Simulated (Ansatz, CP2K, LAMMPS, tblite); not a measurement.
# Glassy B2O3 (100 atoms): atom by atom

Calculated values (tblite 0.8.0, GFN1-xTB tight binding, diagonalisation; levels smeared at 580 K; periodic xTB differs between programs; its forces lie 28 % r.m.s. from those of plane-wave PBE on this cell; Γ point; density 2.02 g/cm³) for the geometry as built.

Cell vectors (Å):

```
10.452 0.000 0.000
0.000 10.452 0.000
0.000 0.000 10.452
```

Positions in Å, forces in eV/Å, q the Mulliken charge in e:

```tsv
atom	x	y	z	q	fx	fy	fz
B1	8.919	1.963	0.307	0.68	1.099	0.703	-0.898
B2	6.216	4.134	4.676	0.68	1.613	1.211	0.982
B3	7.697	4.958	2.574	0.69	-0.745	0.749	1.528
B4	3.501	5.465	1.245	0.69	0.705	0.384	0.974
B5	4.700	10.406	7.335	0.68	-1.442	-1.471	1.293
B6	7.842	7.859	4.666	0.68	-1.015	-0.223	-1.538
B7	0.572	7.798	9.004	0.68	0.833	1.041	0.360
B8	10.287	2.345	8.425	0.69	1.426	1.132	1.583
B9	1.121	5.450	10.088	0.68	-0.413	-1.557	-0.040
B10	0.974	0.199	4.095	0.68	-0.100	-0.783	0.216
B11	5.365	3.399	0.957	0.69	-0.868	0.961	-0.357
B12	2.330	1.583	8.979	0.68	-1.132	-0.281	1.055
B13	0.934	9.127	1.764	0.68	-1.590	1.363	0.367
B14	7.163	6.181	7.971	0.68	0.326	-2.252	-1.095
B15	9.037	1.987	5.175	0.68	0.454	-0.055	-0.228
B16	3.026	8.355	7.885	0.69	-0.309	-1.120	0.515
B17	4.867	1.409	2.779	0.68	-0.942	-0.005	-0.299
B18	1.883	5.485	3.519	0.69	-0.207	-0.682	-1.056
B19	4.569	6.079	7.975	0.68	-0.388	-0.191	-0.365
B20	4.594	7.598	0.730	0.69	0.601	-0.290	1.139
B21	3.116	8.142	4.873	0.67	0.388	0.368	-0.080
B22	7.043	6.747	0.765	0.68	0.006	0.711	-0.245
B23	2.543	3.921	5.705	0.70	-0.376	0.090	-0.850
B24	6.900	3.882	9.198	0.68	-0.275	0.418	-0.990
B25	5.366	9.787	9.770	0.70	0.686	1.487	0.562
B26	9.772	6.262	3.492	0.68	-0.426	-0.188	1.044
B27	5.368	6.593	5.023	0.68	-0.050	-0.190	-0.656
B28	9.489	6.803	6.675	0.69	1.399	-0.159	0.909
B29	7.340	2.721	6.790	0.68	0.075	1.424	0.084
B30	7.176	0.103	1.292	0.69	0.872	0.456	-0.098
B31	2.911	9.753	0.021	0.69	-0.930	0.661	-0.268
B32	10.308	3.928	1.540	0.69	0.459	-0.181	-1.404
B33	0.666	8.755	5.868	0.69	0.837	0.213	-2.064
B34	3.170	4.004	8.897	0.69	-0.523	1.706	0.532
B35	9.317	8.227	0.270	0.68	0.990	-0.885	1.437
B36	4.160	9.335	2.726	0.67	-0.441	-1.494	0.905
B37	4.332	1.826	5.413	0.70	0.012	-0.291	-0.874
B38	0.526	4.581	7.114	0.69	-2.011	-0.515	-0.273
B39	0.616	2.709	3.832	0.69	-1.451	-0.748	-1.591
B40	7.855	10.426	3.886	0.68	0.274	-1.845	-0.097
O41	6.963	4.184	3.502	-0.47	0.558	0.193	-0.622
O42	8.970	7.124	4.260	-0.47	0.163	0.650	0.104
O43	7.389	5.190	8.980	-0.47	-0.639	0.456	-0.273
O44	3.398	2.825	5.685	-0.44	0.634	-0.329	0.223
O45	7.881	9.257	4.691	-0.46	0.146	0.197	-0.560
O46	4.158	9.128	10.104	-0.41	-0.954	-0.384	1.058
O47	8.244	6.621	7.204	-0.43	-0.580	0.784	0.525
O48	4.308	0.200	2.343	-0.46	0.722	0.254	-0.030
O49	7.050	3.005	8.101	-0.44	-0.501	0.143	0.681
O50	6.602	7.209	4.782	-0.47	0.336	0.395	0.467
O51	9.271	3.125	1.006	-0.48	-0.013	-0.482	0.195
O52	10.108	8.078	6.476	-0.44	-0.933	-0.392	0.215
O53	0.975	9.879	2.953	-0.45	-0.137	-0.504	-0.764
O54	9.422	1.927	9.424	-0.45	-0.015	-0.114	-0.064
O55	4.160	7.272	5.150	-0.46	0.372	-1.007	0.491
O56	10.332	5.690	6.558	-0.46	0.563	-0.551	0.545
O57	5.221	2.328	1.803	-0.44	0.487	-0.341	0.157
O58	2.669	5.478	2.377	-0.46	-0.043	0.110	0.088
O59	0.703	6.248	3.560	-0.44	-0.687	-0.383	-0.047
O60	1.113	1.707	8.350	-0.48	-0.364	-0.454	0.184
O61	5.496	10.321	8.510	-0.44	0.637	0.473	-0.030
O62	5.879	6.326	7.448	-0.45	-0.015	0.191	1.524
O63	10.060	2.867	4.784	-0.46	-1.338	-0.505	0.709
O64	1.687	8.439	8.382	-0.47	0.038	0.216	-0.002
O65	2.215	4.697	9.677	-0.47	-0.183	-0.293	-0.090
O66	4.162	4.776	8.282	-0.45	0.543	-0.204	0.095
O67	6.242	10.054	0.389	-0.44	-0.134	0.003	-0.553
O68	1.873	8.151	5.508	-0.46	1.159	-1.102	0.353
O69	3.604	6.651	0.488	-0.50	-0.690	-0.722	0.594
O70	10.139	8.567	1.400	-0.48	0.448	0.289	0.256
O71	10.211	3.618	7.839	-0.46	0.115	0.382	-0.307
O72	0.648	6.465	9.288	-0.45	0.157	0.051	0.493
O73	5.862	7.219	0.237	-0.49	1.233	0.053	0.227
O74	4.927	1.670	4.132	-0.46	-0.676	0.547	0.832
O75	6.680	3.305	5.714	-0.48	-1.176	0.412	-0.522
O76	9.900	8.535	9.517	-0.46	1.351	-0.969	-1.482
O77	0.556	3.388	2.598	-0.45	0.441	-0.029	1.145
O78	3.683	9.434	7.326	-0.46	-0.499	-0.174	0.051
O79	8.589	1.066	4.216	-0.43	-0.230	0.619	0.596
O80	7.051	5.631	1.595	-0.44	-0.436	0.256	-0.681
O81	4.623	8.218	2.019	-0.49	-0.838	1.610	0.286
O82	8.208	7.464	0.477	-0.44	0.227	0.316	-0.035
O83	9.028	5.298	2.824	-0.44	0.691	-0.568	-0.141
O84	1.833	4.285	6.839	-0.44	0.700	-0.599	-0.214
O85	8.257	0.887	0.828	-0.45	-0.705	0.393	-0.170
O86	2.032	9.163	0.942	-0.43	1.323	0.544	-1.414
O87	5.325	5.183	4.953	-0.47	0.235	0.039	-0.044
O88	0.563	10.052	5.299	-0.46	-0.154	0.323	-0.038
O89	4.725	0.854	6.352	-0.41	0.042	1.240	-0.248
O90	0.374	4.992	0.721	-0.47	-0.177	-0.695	0.375
O91	8.476	2.024	6.476	-0.44	0.556	-0.195	-1.363
O92	3.651	7.087	7.984	-0.45	-0.258	0.732	-0.039
O93	2.194	4.593	4.537	-0.46	0.474	0.060	0.090
O94	3.434	9.096	3.940	-0.47	0.282	0.653	-1.470
O95	3.193	2.636	8.994	-0.44	0.732	0.648	-0.499
O96	4.421	4.435	1.083	-0.47	-0.132	-0.198	-0.166
O97	6.307	3.488	10.378	-0.44	-0.115	-0.502	0.038
O98	2.644	0.508	9.826	-0.46	-0.099	-0.874	0.131
O99	7.187	10.261	2.660	-0.45	-0.102	0.262	-0.676
O100	1.345	1.548	3.982	-0.47	0.033	-0.594	-0.301
```

The quench rate of 100 K/ps is many orders above laboratory rates, so the cell is likely richer in defects and strain than a real sample. The network of bonds at the start is that of the classical potential that made the cell, and needn't be the one that DFT or experiment would give. Only the Γ point is sampled, in a cell whose shortest periodic width is 10 Å.

The r.m.s. force component is 0.733 eV/Å; the longest force, 2.53 eV/Å, acts on B14.

[Logs are printed without paths, hosts, clocks, repeated set-up lines and the standing remarks that a program may print on its own settings, such as how far it seeks lower states.]

[Hosts, paths, dates, database ids (printed as entryN), source tags and the programs' standing remarks are cut or masked in the printed files.]
